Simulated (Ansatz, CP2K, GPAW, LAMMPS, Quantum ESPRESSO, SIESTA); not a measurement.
# Liquid dimethyl sulfoxide spread through a cell built with a gap at 340 K (190 atoms) in other programs, against a plane-wave reference

Aim: run liquid dimethyl sulfoxide spread through a cell built with a gap at 340 K (190 atoms) in several programs and set results and cost side by side. A plane-wave run serves as the reference.

Program: Ansatz 0.2.0. Level of theory: Kohn-Sham DFT, PBE, PAW, plane waves. Results are calculated unless marked as measured.

## (1) The starting structure

The cell holds 190 atoms: 38 C, 19 S, 19 O and 114 H. Its edges and angles: a = 12.050 Å, b = 12.050 Å, c = 27.432 Å, α = 90.0°, β = 90.0°, γ = 90.0°. 19 dimethyl sulfoxide placed at random, at 1.1 g/cm³, as a film with 12 Å of vacuum; overlaps pushed apart, then 10 ps at 390 K with MMFF94 bonds, angles, torsions, charges and radii (Halgren, J. Comput. Chem. 17, 490 (1996)) in harmonic and 12-6 forms. Snapshot after 20 ps at 340 K and fixed volume. The structure's axis is c.

## (2) The reference run

The PAW files are the set soft_2.

input.yaml

```yaml
crystal:
  lattice:
    - [12.05035, 0.0, 0.0]
    - [0.0, 12.05035, 0.0]
    - [0.0, 0.0, 27.43201]
  atoms:
    - { symbol: C, position: [0.60936, 0.81945, 0.70174] }
    - { symbol: S, position: [0.63152, 0.9519, 0.66776] }
    - { symbol: C, position: [0.56298, 0.91539, 0.61483] }
    - { symbol: O, position: [0.75116, 0.95409, 0.65498] }
    [... 180 atom lines left out ...]
    - { symbol: H, position: [0.44406, 0.81952, 0.36533] }
    - { symbol: H, position: [0.37177, 0.9388, 0.35652] }
    - { symbol: H, position: [0.36498, 0.88491, 0.41494] }
    - { symbol: H, position: [0.71158, 0.94971, 0.37575] }
    - { symbol: H, position: [0.6105, 0.95141, 0.32525] }
    - { symbol: H, position: [0.61661, 0.83814, 0.36266] }
kpoints:
  mp_grid: { grid: [1, 1, 1] }
hamiltonian:
  xc: pbe
scf:
  occupations: { method: fermi_dirac, width: 0.05 }
output:
  forces: true
  eigenvalues: true
  populations: true
```

On the command line:

```bash
> ansatz run input.yaml --threads 4 --pin off --max-ram 15872MiB --backend cpu --events-out ev --progress --plain --runs-dir out
```

Numbers of over 12 decimals in the logs are rounded to 6 here.

The program printed:

```text
[...]
Pseudopotentials: kind: paw
Pseudopotential: C, paw, valence charge 4, recommended cutoff 420 eV (normal), C.paw.azcp
Pseudopotential: S, paw, valence charge 6, recommended cutoff 420 eV (normal), S.paw.azcp
Pseudopotential: O, paw, valence charge 6, recommended cutoff 420 eV (normal), O.paw.azcp
Pseudopotential: H, paw, valence charge 1, recommended cutoff 420 eV (normal), H.paw.azcp
[... 5 lines on functional and potentials left out ...]
Crystal: 190 atoms, lattice volume = 3983.428 Å³
Basis set: ecut = 420 eV, 77771 PW (Γ), exchange–correlation on 162×162×384 points (8 copies of the dense FFT grid, shifted against one another)
Bands: 437, of which v1, the nominal top of the filled ones, is band 247 counted from 1 (246 counted from 0)
Symmetry: 1 space group operations
Space group: P1 (ITA 1), of the structure as read, at distance tolerance 1.6e-4 Å
k-points: 1
[... 9 lines on functional and potentials left out ...]
Initial density: superposition of atomic densities (neutral atoms: chi_scale 0, normalization atom), corrected by the library's trained network
Initial wavefunctions: pseudopotential atomic-orbital guess
[...]
SCF iter   1: F=—  HF=-39261.002349 eV  |F-HF|=—  |Δ(HF+E_count)|=         —  Δρ=6.43e-3  dr2=2.32e0  ethr=1.77e-3  ⟨swp⟩=7.0  Hψ=2265  notcnv=0  defer=100
preconditioner: auto → Resta (q_TF=auto, 1.927 Å⁻¹)  ε∞=2.0  [insulator: Δε(μ)=4.041 eV  Ē_g=12.855 eV  σ=0.050 eV  W_gap=1.00  n_scr=484 (ndim 8)  ℏωp=12.6 eV  f_vac=0.487  D(μ)=0.00/eV (n_scr^D=0)  ε∞_Penn≈2.0  vacuum switching on, ρ_ref=1.2e-2 e/Å³]
[...]
SCF iter   9: F=—  HF=-39260.439426 eV  |F-HF|=—  |Δ(HF+E_count)|=   1.34e-7  Δρ=3.49e-6  dr2=3.63e-7  ethr=1.03e-9  ⟨swp⟩=3.0  Hψ=499  notcnv=0  defer=186
SCF iter  10: F=-39260.439427 eV  HF=-39260.439427 eV  |F-HF|=2.48e-8  |Δ(HF+E_count)|=   1.66e-7  Δρ=1.07e-6  dr2=2.80e-8  ethr=2.02e-11  ⟨swp⟩=20.0  Hψ=3201  notcnv=0
SCF 1 converged in 10 iterations: F = -39260.439427 eV  dr2 = 2.80e-8
[...]
SCF converged after 10 iterations
Free energy (F): -39260.439427 eV
Harris-Foulkes:  -39260.439427 eV  (|F-HF|=2.48e-8)
Internal energy: -39260.439427 eV  (E = F + TS)
E sigma→0 (E₀):  -39260.439427 eV
Fermi energy:    -0.270025 eV
--- Per-component energies (eV) ---
[...]
Σ components = -39260.439427   (vs F -39260.439427, Δ=0.00e0)
--- Forces (eV/Å), atoms counted from 1 ---
  atom   1  C      0.72595202    -1.67419421    -1.43683620
  atom   2  S      0.02762266    -0.44925800     2.09192209
  atom   3  C     -3.28273267     1.48228257     0.11108267
  atom   4  O      1.36599977     0.27033768    -0.11734509
[...]
atom 190  H      0.35740737    -0.83045032     0.22673514
  max |Σ_I F_I| component: 3.08e-5 eV/Å
--- Band table (eV) ---
  k-point 0: bands = ["-23.4961", "-23.1934", "-22.7816", "-22.6490", [... 421 levels ...], "6.4457", "6.4763", "6.4929", "6.5143", "6.5441", "6.5595", "6.5700", "6.6081", "6.6302", "6.6429", "6.6616", "6.6974"]
--- Löwdin populations: 190 sites ---
  site symbol       q [e]
     0      C      4.5819
     1      S      4.7658
     2      C      4.5994
[...]
189      H      0.7858
  spilling = 0.019630 (of n_electrons = 494.000000)
```

It took 76 s on 4 threads of Arm Neoverse V1, shared host; peak memory 4.8 GiB.

In the SCF lines HF is the Harris–Foulkes energy and dr2 the Hartree energy of the density residual, in eV; the loop may stop once dr2 is under the threshold and the program's other checks hold. Hψ counts applications of the Hamiltonian.

Numbers from this run:

- free energy: -39260.4394 eV
- free energy per atom: -206.6339 eV/atom
- SCF cycles: 10
- r.m.s. force component: 0.8535 eV/Å
- longest force: 3.696 eV/Å
- Fermi energy: -0.27 eV
- gap (highest filled to lowest empty level): 3.613 eV
- spilling of the projection: 0.01963

Length of the force by element:

```csv
element,coordination,atoms,mean length of the force (eV/Å),spread,least,most
C,all,38,1.91,0.854,0.348,3.70
H,all,114,1.04,0.686,0.102,3.32
O,all,19,1.03,0.604,0.260,2.61
S,all,19,1.41,0.631,0.418,3.13
```

Löwdin charges by element (they lack the spilled electrons, 0.051 e an atom on average):

```csv
element,coordination,atoms,mean charge (e),spread,least,most
C,all,38,-0.601,0.0181,-0.637,-0.566
H,all,114,0.215,0.0149,0.170,0.244
O,all,19,-0.781,0.0121,-0.804,-0.756
S,all,19,1.20,0.0324,1.14,1.27
```

The levels nearest the highest filled one (over half full), pooled over k-points and spins:

```csv
level less the highest filled one (eV),occupation
-0.321,2
-0.298,2
-0.238,2
-0.177,2
-0.158,2
0,2
3.61,0
3.74,0
3.81,0
3.92,0
4.00,0
4.04,0
```

## (3) Structure statistics

Density 0.619 g/cm³, 20.97 Å³ an atom.

Normalised to the volume that the atoms fill. Pair distribution functions g(r), in bins of 0.2 Å:

```csv
r (Å),total,H-H,H-C,H-O,H-S,C-C,C-O
1.00,4.89,0.00,20.35,0.00,0.00,0.00,0.00
1.20,2.71,0.00,11.30,0.00,0.00,0.00,0.00
1.40,0.25,0.00,0.00,0.00,0.00,0.00,0.00
1.60,0.67,0.73,0.00,0.00,0.00,0.00,0.00
1.80,3.29,6.63,0.00,0.00,0.00,0.00,0.00
2.00,0.21,0.53,0.00,0.00,0.00,0.00,0.00
2.20,0.39,0.54,0.00,0.39,1.28,0.00,0.00
2.40,1.77,0.90,0.16,0.79,10.94,0.00,0.00
2.60,1.27,0.80,1.00,1.92,1.02,3.74,6.05
2.80,1.23,0.81,1.27,3.25,0.08,1.57,4.44
3.00,1.06,0.85,1.12,3.32,0.29,0.00,1.10
3.20,0.87,0.86,0.74,1.69,0.91,0.00,1.56
3.40,0.93,0.75,1.05,1.74,0.84,0.33,1.55
3.60,1.25,1.24,1.50,2.17,0.97,0.00,1.09
3.80,1.11,1.17,1.13,1.06,1.06,0.95,1.39
4.00,0.96,1.08,0.87,0.82,0.82,1.26,1.37
4.20,0.90,0.91,0.58,1.38,0.86,0.78,1.02
4.40,1.06,1.10,0.94,0.83,0.99,1.62,1.23
4.60,1.04,0.92,1.09,1.00,1.10,1.49,0.84
4.80,1.09,1.07,1.15,0.66,1.25,1.04,0.52
5.00,1.09,1.12,1.10,0.95,1.31,0.87,0.79
5.20,1.29,1.43,1.44,0.83,1.31,1.32,0.59
5.40,1.11,1.21,1.06,0.90,0.95,1.55,0.82
5.60,1.22,1.09,1.38,1.05,1.03,1.96,1.26
5.80,1.05,1.04,1.24,0.85,1.00,1.00,0.88
6.00,1.16,1.29,1.31,0.82,0.99,1.05,0.66
6.20,1.03,1.05,0.97,0.91,1.12,1.03,1.14
6.40,1.09,1.08,1.12,0.77,1.12,1.10,1.30
```

Bonds by pair of elements; cutoffs follow the first minimum of g(r), held within bounds set by covalent radii, and pairs that aren't listed don't count as bonded:

```csv
pair A-B,cutoff (Å),bonds,mean length (Å),spread (Å),shortest (Å),B about A,A about B
H-C,1.34,114,1.09,0.034,1.02,1,3
C-S,2.21,38,1.81,0.042,1.72,1,2
O-S,1.93,19,1.50,0.021,1.46,1,1
```

How many atoms have how many bonded neighbours:

```csv
element,mean,1,3,4
C,4,0,0,38
H,1,114,0,0
O,1,19,0,0
S,3,0,19,0
```

## (4) The ladder

The programs:
- CP2K 2026.2: Gaussian basis with GTH pseudopotentials and a plane-wave density; labels give functional, basis (MOLOPT sets; SR short-range, UZH the newer set with its own potentials), grid cutoff/relative cutoff and solver (OT: orbital transformation; TRS4, TC2, SIGN: linear-scaling purification with its sparsity filter), or its built-in tight binding.
- GPAW 26.7.0: PAW with atomic orbitals (LCAO), plane waves or a real-space grid of spacing h.
- Quantum ESPRESSO 7.5: plane waves; labels (QE) give functional, pseudopotential set and cutoffs of waves/density.
- SIESTA 5.4.2: numerical atomic orbitals, whose automatically made sets are far from complete, with PseudoDojo norm-conserving potentials that we converted to its format (checked against plane waves on the same files for H, C, O, Si, Ge and Ca alone); labels give functional, basis size, energy shift and mesh cutoff.

All use the same cell and atoms; the electronic-structure runs use the same k-mesh, and an electronic temperature of 580 K (0.05 eV) where levels are smeared.

Differences are against the plane-wave reference, forces as r.m.s. over components; share is that over the reference's r.m.s. force, slope the least-squares factor from reference forces to these. Total energies of different programs have different zeros and aren't compared.

```csv
run,"Δ force, r.m.s. (meV/Å)",share (%),slope,Δ gap (eV),cores,CPU time,memory (GiB)
reference,-,-,-,-,4,4.8 min,4.8
"CP2K PBE+D3, DZVP-MOLOPT-SR, 600/50 Ry, diagonalisation",105,12.3,1.046,0.575,2,8.1 min,10
"CP2K PBE, DZVP-MOLOPT-SR, 210/50 Ry, diagonalisation (coarse)",110,12.9,1.045,0.575,2,4.6 min,2.6
"CP2K PBE, DZVP-MOLOPT-SR, 420/50 Ry, diagonalisation (coarse)",104,12.2,1.046,0.574,4,7.2 min,7.8
"CP2K PBE, DZVP-MOLOPT-SR, 600/50 Ry, diagonalisation",103,12.0,1.045,0.575,2,8.4 min,10
"CP2K PBE, SZV-MOLOPT-SR, 600/50 Ry, TRS4 filter 1e-04, SCF 1e-05 (coarse)",2833,332,1.561,-,2,2.1 min,4.4
"CP2K PBE, SZV-MOLOPT-SR, 600/50 Ry, TRS4 filter 1e-06, SCF 1e-06 (coarse)",2827,331,1.550,-,2,2.6 min,4.5
"CP2K PBE, SZV-MOLOPT-SR, 600/50 Ry, TRS4 filter 1e-07, SCF 1e-07 (coarse)",2825,331,1.552,-,2,3.4 min,4.5
"CP2K PBE, SZV-MOLOPT-SR, 600/50 Ry, diagonalisation (coarse)",2824,331,1.554,0.582,2,5.9 min,10
"CP2K PBE, TZVP-MOLOPT, 600/50 Ry, diagonalisation",43.1,5.05,1.011,0.344,2,32 min,11
"GPAW PBE, LCAO dzp, h 0.18 Å",453,53.1,1.138,0.420,4,5.9 min,3.6
"GPAW PBE, LCAO dzp, h 0.18 Å, other mixer settings",454,53.2,1.138,0.420,4,7.3 min,3.6
"GPAW RPBE, LCAO dzp, h 0.18 Å",484,56.7,1.150,0.482,4,5.2 min,3.7
"QE PBE, sssp-1.3.0-efficiency, 60/480 Ry",14.5,1.70,1.002,-2.0e-4,1,1.5 h,16
"SIESTA PBE, DZ, shift 0.01 Ry, mesh 500 Ry (coarse)",2122,249,1.380,0.487,2,4.8 min,2.6
"SIESTA PBE, DZP, shift 0.001 Ry, mesh 500 Ry",517,60.6,1.161,0.200,4,20 min,7.3
"SIESTA PBE, DZP, shift 0.01 Ry, mesh 500 Ry",392,45.9,1.138,0.406,4,8.1 min,4.3
"SIESTA PBE, SZP, shift 0.01 Ry, mesh 500 Ry (coarse)",1103,129,1.272,0.272,2,6.9 min,3.5
```

Rows marked coarse were listed beforehand as settings not expected to be converged; some can still land near the reference.

CPU time is summed over cores on a shared host, where runs went side by side, so it is rough. Symmetry, cutoffs, thresholds, outputs and thread counts weren't matched or tuned between programs; memory under MPI is the largest rank's times the ranks.

Runs without a result: CP2K GFN1-xTB, diagonalisation (not converged, the SCF not settling).

Mean charges by element (e), by run and scheme:

```csv
run,scheme,C,S,O,H
reference,Löwdin,-0.60,+1.20,-0.78,+0.22
"CP2K PBE+D3, DZVP-MOLOPT-SR, 600/50 Ry, diagonalisation",Mulliken,-0.32,+0.65,-0.53,+0.08
"CP2K PBE+D3, DZVP-MOLOPT-SR, 600/50 Ry, diagonalisation",Hirshfeld,-0.14,+0.31,-0.33,+0.05
"CP2K PBE, DZVP-MOLOPT-SR, 420/50 Ry, diagonalisation",Mulliken,-0.32,+0.65,-0.53,+0.08
"CP2K PBE, DZVP-MOLOPT-SR, 420/50 Ry, diagonalisation",Hirshfeld,-0.14,+0.31,-0.33,+0.05
"CP2K PBE, DZVP-MOLOPT-SR, 600/50 Ry, diagonalisation",Mulliken,-0.32,+0.65,-0.53,+0.08
"CP2K PBE, DZVP-MOLOPT-SR, 600/50 Ry, diagonalisation",Hirshfeld,-0.14,+0.31,-0.33,+0.05
"CP2K PBE, TZVP-MOLOPT, 600/50 Ry, diagonalisation",Mulliken,-0.31,+0.49,-0.51,+0.11
"CP2K PBE, TZVP-MOLOPT, 600/50 Ry, diagonalisation",Hirshfeld,-0.14,+0.31,-0.32,+0.05
"SIESTA PBE, DZP, shift 0.001 Ry, mesh 500 Ry",Hirshfeld,-0.14,+0.30,-0.30,+0.05
"SIESTA PBE, DZP, shift 0.01 Ry, mesh 500 Ry",Hirshfeld,-0.10,+0.30,-0.30,+0.03
```

The reference's Löwdin charges lack the electrons that the projection spills, 0.051 e an atom on average.

Within one program, basis, potentials and functional, energies share a zero. Each run against its twin at the usual cutoff or grid and solver:

```csv
run,twin,Δ energy (meV/atom),"Δ force, r.m.s. (meV/Å)",CPU time over the twin's
"CP2K PBE, DZVP-MOLOPT-SR, 210/50 Ry, diagonalisation","DZVP-MOLOPT-SR, 600/50 Ry, diagonalisation",-1.99,54.1,0.54
"CP2K PBE, DZVP-MOLOPT-SR, 420/50 Ry, diagonalisation","DZVP-MOLOPT-SR, 600/50 Ry, diagonalisation",-0.200,40.5,0.86 (this twin ran on 2 cores)
"CP2K PBE, SZV-MOLOPT-SR, 600/50 Ry, TRS4 filter 1e-04, SCF 1e-05","SZV-MOLOPT-SR, 600/50 Ry, diagonalisation",-0.271,36.2,0.36
"CP2K PBE, SZV-MOLOPT-SR, 600/50 Ry, TRS4 filter 1e-06, SCF 1e-06","SZV-MOLOPT-SR, 600/50 Ry, diagonalisation",0.0277,23.4,0.45
"CP2K PBE, SZV-MOLOPT-SR, 600/50 Ry, TRS4 filter 1e-07, SCF 1e-07","SZV-MOLOPT-SR, 600/50 Ry, diagonalisation",0.0027,10.7,0.58
"GPAW PBE, LCAO dzp, h 0.18 Å, other mixer settings","LCAO dzp, h 0.18 Å",0,1.76,1.2
```

## (5) Summary of results

```
reference r.m.s. force component                       : 0.853 eV/Å
nearest in forces                                      : QE PBE, sssp-1.3.0-efficiency, 60/480 Ry, 1.7 %
farthest in forces                                     : CP2K PBE, SZV-MOLOPT-SR, 600/50 Ry, TRS4 filter 1e-04, SCF 1e-05 (coarse), 332 %
cheapest electronic-structure run beside the reference : CP2K PBE, SZV-MOLOPT-SR, 600/50 Ry, TRS4 filter 1e-04, SCF 1e-05, 2.1 min of CPU time
```

PBE on plane waves or a grid with other potentials, cutoffs or grids, coarse settings apart, differs from the reference by 1.7 % (QE PBE, sssp-1.3.0-efficiency, 60/480 Ry) of the r.m.s. force; this holds the reference's own error, so differences of a few per cent don't tell which side is nearer the exact PBE result (QE's 60 Ry are 816 eV, against the reference's 420 eV). The PBE runs in local orbitals, coarse settings apart, differ by 5.0 % (CP2K PBE, TZVP-MOLOPT, 600/50 Ry, diagonalisation) to 61 % (SIESTA PBE, DZP, shift 0.001 Ry, mesh 500 Ry); basis, grid and potentials can all enter. Rows with another functional or a dispersion term differ by 12 % (CP2K PBE+D3, DZVP-MOLOPT-SR, 600/50 Ry, diagonalisation) to 57 % (GPAW RPBE, LCAO dzp, h 0.18 Å), which mixes the change of model with differences of basis and potentials. Runs with settings chosen to be coarse differ by 12 % (CP2K PBE, DZVP-MOLOPT-SR, 420/50 Ry, diagonalisation) to 332 % (CP2K PBE, SZV-MOLOPT-SR, 600/50 Ry, TRS4 filter 1e-04, SCF 1e-05), their programs' other errors included. One electronic-structure run takes under half the reference's CPU time: CP2K PBE, SZV-MOLOPT-SR, 600/50 Ry, TRS4 filter 1e-04, SCF 1e-05, at 332 % in 2.1 min against 4.8 min, too far off to be of use. At the same functional, gaps differ from the reference's 3.61 eV by between -0.00 and +0.58 eV. A likely cause of the wide gaps: compact atomic orbitals describe empty levels worse than filled ones. Charges hang on scheme and program or settings: among these rows the mean for S runs from +0.30 to +1.20 e. With TRS4, tightening the sparsity filter from 1e-04 to 1e-07, and the SCF threshold with it, takes the force difference from the cubic solver from 36 to 11 meV/Å, and the CPU time from 0.36 to 0.58 times the cubic solver's. In the reference: filled and empty levels are parted by 3.61 eV (at Γ alone); a semilocal functional tends to put such gaps too low. In the reference: mean Löwdin charges: C -0.60, H +0.22, O -0.78, S +1.20 e (they miss 2.0 % of the electrons, so they add up to more than the cell's charge). With short bonds to hydrogen, sets of potentials differ among themselves by several per cent in forces even at converged cutoffs, so the reference isn't exact here either. The network of contacts between molecules at the start is that of the classical potential that made the cell, and needn't be the one that DFT or experiment would give. The reference's PBE has no dispersion term, which matters for the binding between molecules or layers. The density was typed from a rule of thumb and may lie off the real one at this temperature. The electronic-structure runs sample only Γ, in a cell whose shortest periodic width is 12 Å.

[Also dropped from logs without a mark: logging warnings of Python, and SIESTA's first energy breakdown and zero terms.]

[Logs are printed without paths, hosts, clocks, repeated set-up lines and the standing remarks that a program may print on its own settings, such as how far it seeks lower states.]

[Hosts, paths, dates, database ids (printed as entryN), source tags and the programs' standing remarks are cut or masked in the printed files.]

[The MMFF94 radii named for the starting cell were scaled by 0.96; in molecules described by MMFF94, hydrogen bound to N, O or S took a small fixed 12-6 site in their place.]
